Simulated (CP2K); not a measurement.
The C K edge of 3-borylfuran was computed by TDDFT (CP2K XAS_TDP, aug-cc-pVDZ, TDA) at these levels: BHandHLYP, PBEh(45%) and PBEh(45%) + GW2X. The first three lines of C2 (bonded to B and 2 C) with a strength over 0.0015, energy in eV and strength:

```
run           first          second           third
  1  280.82 (0.012)  282.74 (0.030)  283.90 (0.015)
  2  286.58 (0.012)  288.50 (0.030)  289.65 (0.015)
  3  283.02 (0.017)  284.82 (0.034)  286.16 (0.010)
```

Question: Which run is which?

Run 1: PBEh(45%) (45 % exact exchange). Run 2: PBEh(45%) + GW2X (45 % exact exchange). Run 3: BHandHLYP (50 % exact exchange). Self-interaction lifts the core level, so the uncorrected lines rise with the share of exact exchange. The GW2X run keeps the spacings of its parent: 1.92 eV between the first two lines in run 2, 1.92 eV in run 1. Its shift is +5.76 eV, since the Kohn–Sham level at this share of exchange lies that far above the quasiparticle level.

[Banner, clock and machine lines of the logs are left out without a mark of their own.]

[Logs are printed without paths, hosts, clocks, repeated set-up lines and the standing remarks that a program may print on its own settings, such as how far it seeks lower states.]

[Hosts, paths, dates, database ids (printed as entryN), source tags and the programs' standing remarks are cut or masked in the printed files.]
